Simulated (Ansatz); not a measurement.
Planning a GW calculation on SiO2 (P3_221).

```cif
data_structure
_symmetry_space_group_name_H-M 'P 1'
_symmetry_Int_Tables_number 1
_cell_length_a 4.9164
_cell_length_b 4.9164
_cell_length_c 5.4084
_cell_angle_alpha 90.000
_cell_angle_beta 90.000
_cell_angle_gamma 120.000
_cell_volume 113.21
loop_
_atom_site_label
_atom_site_type_symbol
_atom_site_fract_x
_atom_site_fract_y
_atom_site_fract_z
_atom_site_occupancy
Si1 Si 0.46973 0.00000 0.66667 1
Si2 Si 0.00000 0.46973 0.33333 1
Si3 Si 0.53027 0.53027 0.00000 1
O4 O 0.41354 0.26758 0.78558 1
O5 O 0.73242 0.14596 0.45225 1
O6 O 0.85404 0.58646 0.11891 1
O7 O 0.26758 0.41354 0.21442 1
O8 O 0.14596 0.73242 0.54775 1
O9 O 0.58646 0.85404 0.88109 1
```

The cell and positions come from the Crystallography Open Database and are kept as given unless a step says otherwise.

Runs so far (Ansatz 0.2.0, start PBE, hard PAW files, 6×6×4 mesh). Times are wall times on 1 × NVIDIA H100 80GB HBM3 (shared by 3 runs) with 4 threads of AMD EPYC 7R13 (Zen 3), shared host, good to a factor of about two.

| bands summed | cutoff (eV) | gap on the mesh (eV) | time |
| --- | --- | --- | --- |
| 320 | 110 | 8.838 | 68 s |
| 697 | 190 | 9.090 | 7.1 min |

What should the next rung give, with 1164 bands and screening to 270 eV, and where is the limit?

The error falls about as one over the bands when the cutoff rises with them. A line through the two highest rungs given predicts 9.176 eV; the run gave 9.202 eV, close to it. The two highest rungs put the limit near 9.369 eV, the pair below near 9.304 eV; their difference is a rough measure of what is unsettled in bands and cutoff; the mesh is a separate error.

Gaps are over the mesh's points; an edge off the mesh would be missed. Limits: not at the basis limit.

[Paths, hosts, dates, memory and timing lines, banners, echoed tables and standing remarks are left out of the program output.]

[Logs are printed without paths, hosts, clocks, repeated set-up lines and the standing remarks that a program may print on its own settings, such as how far it seeks lower states.]

[Runs of the session that timed out or met a known fault of the program may be left out.]

[Cells called generated may have been cut or substituted from an entry of the Crystallography Open Database or the Materials Project.]

[Hosts, paths, dates, database ids (printed as entryN), source tags and the programs' standing remarks are cut or masked in the printed files.]
